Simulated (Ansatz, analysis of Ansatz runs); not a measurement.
## Reproducing a measured optical absorption band: F+ centre in corundum

How near does this set-up come to the measured optical absorption band? Subject: F+ centre in corundum. Set-up: HSE06 on PBE structures, 80-site cell, PBE lattice, 420 eV, k: the zone centre alone. The model is a cell of 80 host atoms with 1 O taken out. The excitation energy is a difference of total energies with one electron moved up within one spin channel. Exact exchange opens the gap, stiffens bonds and lessens the self-interaction error, at many times the cost.

Measured beforehand: Vertical absorption energy (lower of two bands): 4.8 eV, by optical absorption (radiation-induced, RIOA) at RT, neutron-irradiated crystal (quoted in “Detection of hidden oxygen interstitials in neutron-irradiated corundum crystals”, 2022, A. Lushchik et al., quoting earlier work (1977)). The runs below try to reproduce this.

Method: plane-wave PAW DFT, PBE; relaxation of all atoms of a defect supercell, in Ansatz 0.2.0.

## Step 1: Starting point

The cell holds 79 atoms: 32 Al and 47 O. Cell: a = 10.362 Å, b = 10.362 Å, c = 10.362 Å, α = 55.3°, β = 55.3°, γ = 55.3°. It derives from Al2O3 (space group R-3c). Nearest the centre at fractional (0.375, 0.722, 0.528): Al71 at 1.87 Å, Al31 at 1.87 Å, Al24 at 1.99 Å, Al23 at 1.99 Å, O8 at 2.55 Å, O69 at 2.55 Å, O65 at 2.65 Å, O26 at 2.65 Å. The cell carries charge +1.

The host's primitive cell comes from a first run (plane-wave PAW DFT, PBE; relaxation of the host's cell and atoms): vectors of 5.181, 5.181 and 5.181 Å. That is 8.76 Å³ an atom, 3.0 % over the diffraction cell's volume. The supercell is built on it.

## Step 2: Relaxation, charge +1

Every later number rests on the structure around the defect, so the atoms are relaxed at the host's lattice first.

Contents of relax/input.yaml:

```yaml
relax:
  f_tol: 0.02
  max_steps: 80
  escape_saddle: false
crystal:
  lattice:
    - [4.80871308, 2.77631179, 8.74900355]
    - [-4.80871308, 2.77631179, 8.74900355]
    - [0.0, -5.55262359, 8.74900355]
  atoms:
    - { symbol: Al, position: [0.176072736, 0.176072736, 0.176072736] }
    - { symbol: Al, position: [0.073927264, 0.073927264, 0.073927264] }
    - { symbol: Al, position: [0.323927264, 0.323927264, 0.323927264] }
    - { symbol: Al, position: [0.426072736, 0.426072736, 0.426072736] }
    - { symbol: O, position: [0.278085818, 0.471914182, 0.125] }
    - { symbol: O, position: [0.125, 0.278085818, 0.471914182] }
    - { symbol: O, position: [0.471914182, 0.125, 0.278085818] }
    - { symbol: O, position: [0.221914182, 0.028085818, 0.375] }
    - { symbol: O, position: [0.375, 0.221914182, 0.028085818] }
    - { symbol: O, position: [0.028085818, 0.375, 0.221914182] }
    - { symbol: Al, position: [0.176072736, 0.176072736, 0.676072736] }
    - { symbol: Al, position: [0.073927264, 0.073927264, 0.573927264] }
    - { symbol: Al, position: [0.323927264, 0.323927264, 0.823927264] }
    - { symbol: Al, position: [0.426072736, 0.426072736, 0.926072736] }
    - { symbol: O, position: [0.278085818, 0.471914182, 0.625] }
    - { symbol: O, position: [0.125, 0.278085818, 0.971914182] }
    - { symbol: O, position: [0.471914182, 0.125, 0.778085818] }
    - { symbol: O, position: [0.221914182, 0.028085818, 0.875] }
    - { symbol: O, position: [0.375, 0.221914182, 0.528085818] }
    - { symbol: O, position: [0.028085818, 0.375, 0.721914182] }
    - { symbol: Al, position: [0.176072736, 0.676072736, 0.176072736] }
    - { symbol: Al, position: [0.073927264, 0.573927264, 0.073927264] }
    - { symbol: Al, position: [0.323927264, 0.823927264, 0.323927264] }
    - { symbol: Al, position: [0.426072736, 0.926072736, 0.426072736] }
    - { symbol: O, position: [0.278085818, 0.971914182, 0.125] }
    - { symbol: O, position: [0.125, 0.778085818, 0.471914182] }
    - { symbol: O, position: [0.471914182, 0.625, 0.278085818] }
    - { symbol: O, position: [0.221914182, 0.528085818, 0.375] }
    - { symbol: O, position: [0.375, 0.721914182, 0.028085818] }
    - { symbol: O, position: [0.028085818, 0.875, 0.221914182] }
    - { symbol: Al, position: [0.176072736, 0.676072736, 0.676072736] }
    - { symbol: Al, position: [0.073927264, 0.573927264, 0.573927264] }
    - { symbol: Al, position: [0.323927264, 0.823927264, 0.823927264] }
    - { symbol: Al, position: [0.426072736, 0.926072736, 0.926072736] }
    - { symbol: O, position: [0.278085818, 0.971914182, 0.625] }
    - { symbol: O, position: [0.125, 0.778085818, 0.971914182] }
    - { symbol: O, position: [0.471914182, 0.625, 0.778085818] }
    - { symbol: O, position: [0.221914182, 0.528085818, 0.875] }
    - { symbol: O, position: [0.028085818, 0.875, 0.721914182] }
    - { symbol: Al, position: [0.676072736, 0.176072736, 0.176072736] }
    - { symbol: Al, position: [0.573927264, 0.073927264, 0.073927264] }
    - { symbol: Al, position: [0.823927264, 0.323927264, 0.323927264] }
    - { symbol: Al, position: [0.926072736, 0.426072736, 0.426072736] }
    - { symbol: O, position: [0.778085818, 0.471914182, 0.125] }
    - { symbol: O, position: [0.625, 0.278085818, 0.471914182] }
    - { symbol: O, position: [0.971914182, 0.125, 0.278085818] }
    - { symbol: O, position: [0.721914182, 0.028085818, 0.375] }
    - { symbol: O, position: [0.875, 0.221914182, 0.028085818] }
    - { symbol: O, position: [0.528085818, 0.375, 0.221914182] }
    - { symbol: Al, position: [0.676072736, 0.176072736, 0.676072736] }
    - { symbol: Al, position: [0.573927264, 0.073927264, 0.573927264] }
    - { symbol: Al, position: [0.823927264, 0.323927264, 0.823927264] }
    - { symbol: Al, position: [0.926072736, 0.426072736, 0.926072736] }
    - { symbol: O, position: [0.778085818, 0.471914182, 0.625] }
    - { symbol: O, position: [0.625, 0.278085818, 0.971914182] }
    - { symbol: O, position: [0.971914182, 0.125, 0.778085818] }
    - { symbol: O, position: [0.721914182, 0.028085818, 0.875] }
    - { symbol: O, position: [0.875, 0.221914182, 0.528085818] }
    - { symbol: O, position: [0.528085818, 0.375, 0.721914182] }
    - { symbol: Al, position: [0.676072736, 0.676072736, 0.176072736] }
    - { symbol: Al, position: [0.573927264, 0.573927264, 0.073927264] }
    - { symbol: Al, position: [0.823927264, 0.823927264, 0.323927264] }
    - { symbol: Al, position: [0.926072736, 0.926072736, 0.426072736] }
    - { symbol: O, position: [0.778085818, 0.971914182, 0.125] }
    - { symbol: O, position: [0.625, 0.778085818, 0.471914182] }
    - { symbol: O, position: [0.971914182, 0.625, 0.278085818] }
    - { symbol: O, position: [0.721914182, 0.528085818, 0.375] }
    - { symbol: O, position: [0.875, 0.721914182, 0.028085818] }
    - { symbol: O, position: [0.528085818, 0.875, 0.221914182] }
    - { symbol: Al, position: [0.676072736, 0.676072736, 0.676072736] }
    - { symbol: Al, position: [0.573927264, 0.573927264, 0.573927264] }
    - { symbol: Al, position: [0.823927264, 0.823927264, 0.823927264] }
    - { symbol: Al, position: [0.926072736, 0.926072736, 0.926072736] }
    - { symbol: O, position: [0.778085818, 0.971914182, 0.625] }
    - { symbol: O, position: [0.625, 0.778085818, 0.971914182] }
    - { symbol: O, position: [0.971914182, 0.625, 0.778085818] }
    - { symbol: O, position: [0.721914182, 0.528085818, 0.875] }
    - { symbol: O, position: [0.875, 0.721914182, 0.528085818] }
    - { symbol: O, position: [0.528085818, 0.875, 0.721914182] }
total_charge: 1
basis:
  ecutwfc: 420
  xc_grid: 2
hamiltonian:
  xc: pbe
kpoints:
  mp_grid: { grid: [1, 1, 1] }
magnetization:
  spin_polarized: true
  initial_magnetization: 1
  spin_locking: { lock_magnetization: hard }
scf:
  occupations: { method: fermi_dirac, width: 0.01 }
  max_iter: 120
output:
  forces: true
checkpoint:
  write: "../relax.run"
  compress: false
  write_wavefunctions: true
  write_every: 100000
```

The run is started by

```console
> ansatz run input.yaml --threads 2 --pin off --max-ram 3768MiB --backend cpu --events-out ev --progress --plain --runs-dir out
```

Numbers of over 12 decimals in the logs are rounded to 6 here.

The program printed:

```text
[... repeated set-up lines and file paths are left out, and long positions are rounded to six places ...]
Engine: ansatz 0.2.0, x86_64-unknown-linux-gnu
Pseudopotentials: kind: paw
Pseudopotential: Al, paw, valence charge 3, recommended cutoff 420 eV (normal), Al.paw.azcp
Pseudopotential: O, paw, valence charge 6, recommended cutoff 420 eV (normal), O.paw.azcp
Functional definition: PBE
  parameter kappa = 0.804
  parameter beta = 0.066725
  exchange = pbe_x(kappa = kappa, mu = beta*pi^2/3)
  correlation = pbe_c(beta = beta)
Crystal: 79 atoms, lattice volume = 700.821 Å³
Basis set: ecut = 420 eV, 13757 PW (Γ), exchange–correlation on 144×144×144 points (8 copies of the dense FFT grid, shifted against one another)
Bands: 268, of which v1, the nominal top of the filled ones, is band 189 counted from 1 (188 counted from 0)
Symmetry: 2 space group operations
Space group: C2 (ITA 5), of the structure as read, at distance tolerance 8.9e-5 Å
Magnetic group: BNS 5.13 (UNI 20), of the structure as read, at distance tolerance 8.9e-5 Å
k-points: 1
Non-local potential: Al, projectors of the file, l = 0: 2, l = 1: 2, l = 2: 1
Non-local potential: O, projectors of the file, l = 0: 2, l = 1: 2, l = 2: 1
PAW form: soft (Blöchl's): semilocal exchange-correlation on the pseudo side does not see the compensation charge
PAW one-centre angular grid: Al, 110 points (default); XC on 64 Gauss nodes
PAW one-centre angular grid: O, 110 points (default); XC on 64 Gauss nodes
Initial density: superposition of atomic densities (chi_scale 0.1, normalization cell, long waves kept (reshape's long-wave potential 0.19 eV rms))
Starting moments: Σ|m| = 1 μB on 79 of 79 sites
Initial wavefunctions: pseudopotential atomic-orbital guess
Functional: x = pbe(κ = 0.804, μ = 0.219515), c = pbe(β = 0.066725)
SCF iter   1: F=—  HF=-44025.862114 eV  |F-HF|=—  |Δ(HF+E_count)|=         —  Δρ=6.50e-2 (↑6.39e-2 ↓6.50e-2)  dr2=1.13e2  dr2_m=8.50e-2  M=1.000 μB ∫|m|=1.012 μB  β_m=0.30  ethr=3.10e-3  ⟨swp⟩=6.0  Hψ=2282  notcnv=0  defer=86
preconditioner: auto → Resta (q_TF=auto, 2.460 Å⁻¹)  ε∞=3.3  [insulator: Δε(μ)=3.494 eV  Ē_g=17.965 eV  σ=0.010 eV  W_gap=1.00  n_scr=174 (ndim 8)  ℏωp=27.2 eV  f_vac=0.000  D(μ)=0.00/eV (n_scr^D=0)  ε∞_Penn≈3.3]
spin=Collinear: Resta preconditioning applied to the charge; magnetization (m = ρ↑ − ρ↓) channel mixes plain (no charge-response kernel on spin).
SCF iter   2: F=—  HF=-44000.208736 eV  |F-HF|=—  |Δ(HF+E_count)|=    2.57e1  Δρ=3.01e-2 (↑2.94e-2 ↓3.01e-2)  dr2=2.57e1  dr2_m=4.47e-2  M=1.000 μB ∫|m|=1.014 μB  β_m=0.42  ethr=3.10e-3  ⟨swp⟩=3.0  Hψ=984  notcnv=0  defer=150
SCF iter   3: F=—  HF=-43994.385422 eV  |F-HF|=—  |Δ(HF+E_count)|=    5.82e0  Δρ=1.36e-2 (↑1.35e-2 ↓1.36e-2)  dr2=2.52e0  dr2_m=9.13e-3  M=1.000 μB ∫|m|=1.048 μB  β_m=0.71  ethr=3.10e-3  ⟨swp⟩=2.0  Hψ=845  notcnv=0  defer=150
SCF iter   4: F=—  HF=-43994.347729 eV  |F-HF|=—  |Δ(HF+E_count)|=   3.77e-2  Δρ=1.02e-3 (↑1.02e-3 ↓9.57e-4)  dr2=2.07e-2  dr2_m=7.89e-5  M=1.000 μB ∫|m|=1.050 μB  β_m=0.77  ethr=6.68e-4  ⟨swp⟩=3.0  Hψ=910  notcnv=0  defer=150
SCF iter   5: F=—  HF=-43994.361009 eV  |F-HF|=—  |Δ(HF+E_count)|=   1.33e-2  Δρ=4.55e-4 (↑4.53e-4 ↓4.55e-4)  dr2=3.92e-3  dr2_m=9.03e-6  M=1.000 μB ∫|m|=1.047 μB  β_m=0.77  ethr=5.48e-6  ⟨swp⟩=3.0  Hψ=777  notcnv=0  defer=150
SCF iter   6: F=—  HF=-43994.363025 eV  |F-HF|=—  |Δ(HF+E_count)|=   2.02e-3  Δρ=2.27e-4 (↑2.27e-4 ↓2.22e-4)  dr2=1.05e-3  dr2_m=2.09e-6  M=1.000 μB ∫|m|=1.046 μB  β_m=0.75  ethr=1.04e-6  ⟨swp⟩=2.0  Hψ=772  notcnv=0  defer=150
SCF iter   7: F=—  HF=-43994.363353 eV  |F-HF|=—  |Δ(HF+E_count)|=   3.29e-4  Δρ=8.78e-5 (↑8.78e-5 ↓8.37e-5)  dr2=1.63e-4  dr2_m=3.62e-7  M=1.000 μB ∫|m|=1.046 μB  β_m=0.87  ethr=2.78e-7  ⟨swp⟩=2.0  Hψ=764  notcnv=0  defer=150
SCF iter   8: F=—  HF=-43994.363470 eV  |F-HF|=—  |Δ(HF+E_count)|=   1.16e-4  Δρ=3.67e-5 (↑3.60e-5 ↓3.67e-5)  dr2=2.79e-5  dr2_m=2.18e-8  M=1.000 μB ∫|m|=1.046 μB  β_m=0.71  ethr=4.33e-8  ⟨swp⟩=2.0  Hψ=762  notcnv=0  defer=150
SCF iter   9: F=-43994.363474 eV  HF=-43994.363473 eV  |F-HF|=2.64e-7  |Δ(HF+E_count)|=   3.80e-6  Δρ=4.59e-6 (↑4.53e-6 ↓4.59e-6)  dr2=5.15e-7  dr2_m=1.70e-9  M=1.000 μB ∫|m|=1.046 μB  ethr=2.65e-9  ⟨swp⟩=4.0  Hψ=1300  notcnv=0
SCF 1 converged in 9 iterations: F = -43994.363474 eV  dr2 = 5.15e-7
  greatest PAW one-centre occupation: 0.860 electrons in one spin orbital (limit 2), on the O atom at site 68 (counted from 0), in its partial waves of l = 0
relax step   1: F+E_penalty+E_count = -43994.36347369 eV  Δ(F+E_penalty+E_count) = +0.000e0 eV  max|allowed force component| = 1.952e0 eV/Å  Δτ_max = 0.0000 Å  (9 SCF iters, dr2 threshold 1.00e-5 eV, accepted)
[... the SCF cycles and remarks between the steps are left out from here to the last step ...]
relax step   2: F+E_penalty+E_count = -43994.99447906 eV  Δ(F+E_penalty+E_count) = -6.310e-1 eV  max|allowed force component| = 5.985e-1 eV/Å  Δτ_max = 0.0873 Å  (5 SCF iters, dr2 threshold 1.00e-4 eV, accepted)
relax step   3: F+E_penalty+E_count = -43995.11697021 eV  Δ(F+E_penalty+E_count) = -1.225e-1 eV  max|allowed force component| = 1.652e-1 eV/Å  Δτ_max = 0.0264 Å  (5 SCF iters, dr2 threshold 2.24e-5 eV, accepted)
relax step   4: F+E_penalty+E_count = -43995.13413273 eV  Δ(F+E_penalty+E_count) = -1.716e-2 eV  max|allowed force component| = 5.686e-2 eV/Å  Δτ_max = 0.0225 Å  (5 SCF iters, dr2 threshold 2.08e-6 eV, accepted)
SCF iter   1: F=—  HF=-43995.135976 eV  |F-HF|=—  |Δ(HF+E_count)|=         —  Δρ=1.85e-4 (↑1.81e-4 ↓1.85e-4)  dr2=9.64e-4  dr2_m=1.35e-6  M=1.000 μB ∫|m|=1.041 μB  β_m=0.30  ethr=2.05e-6  ⟨swp⟩=5.5  Hψ=1494  notcnv=0  defer=150
SCF iter   2: F=—  HF=-43995.135813 eV  |F-HF|=—  |Δ(HF+E_count)|=   1.63e-4  Δρ=1.31e-4 (↑1.28e-4 ↓1.31e-4)  dr2=4.85e-4  dr2_m=7.72e-7  M=1.000 μB ∫|m|=1.041 μB  β_m=0.65  ethr=2.56e-7  ⟨swp⟩=1.0  Hψ=618  notcnv=0  defer=150
SCF iter   3: F=—  HF=-43995.135670 eV  |F-HF|=—  |Δ(HF+E_count)|=   1.43e-4  Δρ=2.75e-5 (↑2.66e-5 ↓2.75e-5)  dr2=1.38e-5  dr2_m=3.34e-8  M=1.000 μB ∫|m|=1.041 μB  β_m=0.63  ethr=1.29e-7  ⟨swp⟩=2.0  Hψ=669  notcnv=0  defer=150
SCF iter   4: F=—  HF=-43995.136251 eV  |F-HF|=—  |Δ(HF+E_count)|=   5.81e-4  Δρ=9.88e-6 (↑9.88e-6 ↓9.84e-6)  dr2=2.08e-6  dr2_m=7.33e-9  M=1.000 μB ∫|m|=1.041 μB  β_m=0.77  ethr=3.66e-9  ⟨swp⟩=2.0  Hψ=727  notcnv=0  defer=150
SCF iter   5: F=—  HF=-43995.136251 eV  |F-HF|=—  |Δ(HF+E_count)|=   2.46e-8  Δρ=2.42e-6 (↑2.37e-6 ↓2.42e-6)  dr2=1.36e-7  dr2_m=4.00e-10  M=1.000 μB ∫|m|=1.041 μB  β_m=0.76  ethr=5.51e-10  ⟨swp⟩=2.0  Hψ=655  notcnv=0  defer=150
SCF iter   6: F=-43995.136251 eV  HF=-43995.136251 eV  |F-HF|=9.28e-9  |Δ(HF+E_count)|=   3.78e-9  Δρ=1.10e-6 (↑1.07e-6 ↓1.10e-6)  dr2=2.27e-8  dr2_m=7.36e-11  M=1.000 μB ∫|m|=1.041 μB  ethr=2.65e-11  ⟨swp⟩=3.0  Hψ=1212  notcnv=0
SCF 5 converged in 6 iterations: F = -43995.136251 eV  dr2 = 2.27e-8
relax step   5: F+E_penalty+E_count = -43995.13625077 eV  Δ(F+E_penalty+E_count) = -2.118e-3 eV  max|allowed force component| = 2.082e-3 eV/Å  Δτ_max = 0.0057 Å  (6 SCF iters, accepted)
NSCF: frozen V_eff on 1 k-points
the band table was solved once a step of the walk had ended and its energy, with any forces and stress, was formed, with the checks that follow a solve (2517 applications of the Hamiltonian). They found nothing against the state; [...]
SCF converged after 6 iterations
Stability checked in part: among states of this total moment the steps that led to this state did not find it unstable. No probe was made; neither looks for a lower state of another moment (fixed_total_moment; see scf.lower_state_search)
Magnetization: 1.0000 μB (189.0000 up, 188.0000 down)
Absolute magnetization: 1.0454 μB (∫|ρ↑−ρ↓|, with the PAW one-centre terms)
Spin contamination: 0.0023 ħ² per cell (⟨S²⟩ above its minimum at these occupations)
Per-site moments (μB) at R_I (Å): [(0.00152254, 0.768410), (0.000156881, 0.769741), (7.720173954410751e-5, 0.771235), [... 76 left out ...]
Free energy (F): -43995.136251 eV
Harris-Foulkes:  -43995.136251 eV  (|F-HF|=9.28e-9)
Internal energy: -43995.136251 eV  (E = F + TS)
E sigma→0 (E₀):  -43995.136251 eV
Fermi energy:    10.331064 (↑ 11.488345, ↓ 9.153741) eV
--- Per-component energies (eV) ---
  E_band       = 378.670268
  E_kinetic    = 9230.511137
  E_local      = -16162.772980  (includes V_loc(G=0)·N_el)
  E_nonlocal   = 2537.581434
  E_hartree    = 6024.419279
  E_xc         = -4812.203006
  E_vxc        = -5452.749475  (∫ρ·V_xc dr)
  E_paw        = -22407.948317  (= ΣΔE_a)
  E_vpaw       = -1822.864987  (= ΣTr[D̂ρ^β])
  E_aug_tail   = 0.118577  (compensation charges beyond the density's cutoff)
  E_ewald      = -18404.842374
  E_smearing   = -0.000000  (= −TS)
  E_closure    = 0.000000  (closes the sum)
  E_deformation_potential = 18.019471  (in the stress; not in F)
  Σ components = -43995.136251   (vs F -43995.136251, Δ=0.00e0)
--- Forces (eV/Å), atoms counted from 1 ---
  atom   1  Al     0.00092319     0.00058406     0.00002384
  atom   2  Al    -0.00094760    -0.00031720     0.00036031
  [... 5 atoms left out ...]
  atom   8  O     -0.00041800    -0.00013286     0.00047327
  [... 6 atoms left out ...]
  atom  15  O     -0.00017009     0.00024653     0.00180750
  [... 7 atoms left out ...]
  atom  23  Al     0.00097877    -0.00082599     0.00083033
  atom  24  Al     0.00022595    -0.00126064    -0.00083033
  [... 1 atom left out ...]
  atom  26  O     -0.00047067    -0.00073306     0.00049745
  [... 4 atoms left out ...]
  atom  31  Al    -0.00037814     0.00062338     0.00003138
  [... 5 atoms left out ...]
  atom  37  O     -0.00012846     0.00027056    -0.00180750
  [... 27 atoms left out ...]
  atom  65  O      0.00087018     0.00004108    -0.00049745
  [... 3 atoms left out ...]
  atom  69  O      0.00032406     0.00029557    -0.00047327
  [... 1 atom left out ...]
  atom  71  Al    -0.00035079     0.00063917    -0.00003138
  [... 8 atoms left out ...]
  max |Σ_I F_I| component: 1.74e-5 eV/Å
--- Band table (eV) ---
  k-point 0 ↑: bands = ["-11.7090", "-10.8291", "-10.7575", "-10.7280", [... 260 left out ...] "20.0442", "20.1073", "20.1218", "20.1629"]
  k-point 0 ↓: bands = ["-11.7018", "-10.8186", "-10.7487", "-10.7197", [... 260 left out ...] "20.0717", "20.1392", "20.1459", "20.1785"]
--- Relaxed structure (5 steps of the walk, 5 accepted, 0 SCFs on fresh bases) ---
  F+E_penalty+E_count = -43995.13625077 eV   max|allowed force component| = 2.082e-3 eV/Å
  atoms:
    - { symbol: Al, position: [0.175014, 0.177894, 0.174916] }
    - { symbol: Al, position: [0.073771, 0.074437, 0.072118] }
    [... 5 atoms left out ...]
    - { symbol: O, position: [0.225718, 0.020441, 0.377875] }
    [... 6 atoms left out ...]
    - { symbol: O, position: [0.278195, 0.474253, 0.625236] }
    [... 7 atoms left out ...]
    - { symbol: Al, position: [0.319858, 0.830215, 0.313886] }
    - { symbol: Al, position: [0.430142, 0.936114, 0.419785] }
    [... 1 atom left out ...]
    - { symbol: O, position: [0.127268, 0.777374, 0.472790] }
    [... 4 atoms left out ...]
    - { symbol: Al, position: [0.163500, 0.672136, 0.684428] }
    [... 5 atoms left out ...]
    - { symbol: O, position: [0.471805, 0.624764, 0.775747] }
    [... 27 atoms left out ...]
    - { symbol: O, position: [0.622732, 0.777210, 0.472626] }
    [... 3 atoms left out ...]
    - { symbol: O, position: [0.524282, 0.872125, 0.229559] }
    [... 1 atom left out ...]
    - { symbol: Al, position: [0.586500, 0.565572, 0.577864] }
    [... 8 atoms left out ...]
```

It took 59 s on 2 threads of Intel Xeon Platinum 8559C (Emerald Rapids), shared host; peak memory 1.5 GiB; 1.9 min of CPU time.

Step by step:

```csv
step,energy less that of the first step (eV),largest force component (eV/Å)
1,0.0000,1.9521
2,-0.6310,0.5985
3,-0.7535,0.1652
4,-0.7707,0.0569
5,-0.7728,0.0021
```

The run keeps the 2 symmetry operations that it works with, so distortions that break them were not tested.

The atoms that moved most (Å):

```csv
atom,dx,dy,dz,length
Al71,0.101,-0.010,0.071,0.124
Al31,-0.042,-0.092,-0.071,0.124
Al23,-0.050,0.062,-0.068,0.105
Al24,-0.029,0.074,0.068,0.105
O8,0.055,-0.027,-0.008,0.062
O69,-0.004,-0.061,0.008,0.062
O35,0.039,0.004,-0.039,0.055
O27,-0.023,-0.032,0.039,0.055
```

Neighbours of the ideal centre at the end:

```csv
atom,distance (Å)
Al31,1.996
Al71,1.996
Al23,2.097
Al24,2.097
O8,2.491
O69,2.491
O26,2.621
O65,2.621
```

This step gave:

* free energy: -43995.1363 eV
* total moment: 1 μB
* integral of the absolute spin density: 1.045 μB
* spin contamination: 0.002281

[end of part 1 of 2]

[Logs are printed without paths, hosts, clocks, repeated set-up lines and the standing remarks that a program may print on its own settings, such as how far it seeks lower states.]

[Hosts, paths, dates, database ids (printed as entryN), source tags and the programs' standing remarks are cut or masked in the printed files.]

[For some hosts the program warned that the k-mesh of the response run may be too coarse for force constants and the static dielectric constant; such warnings are not shown here.]
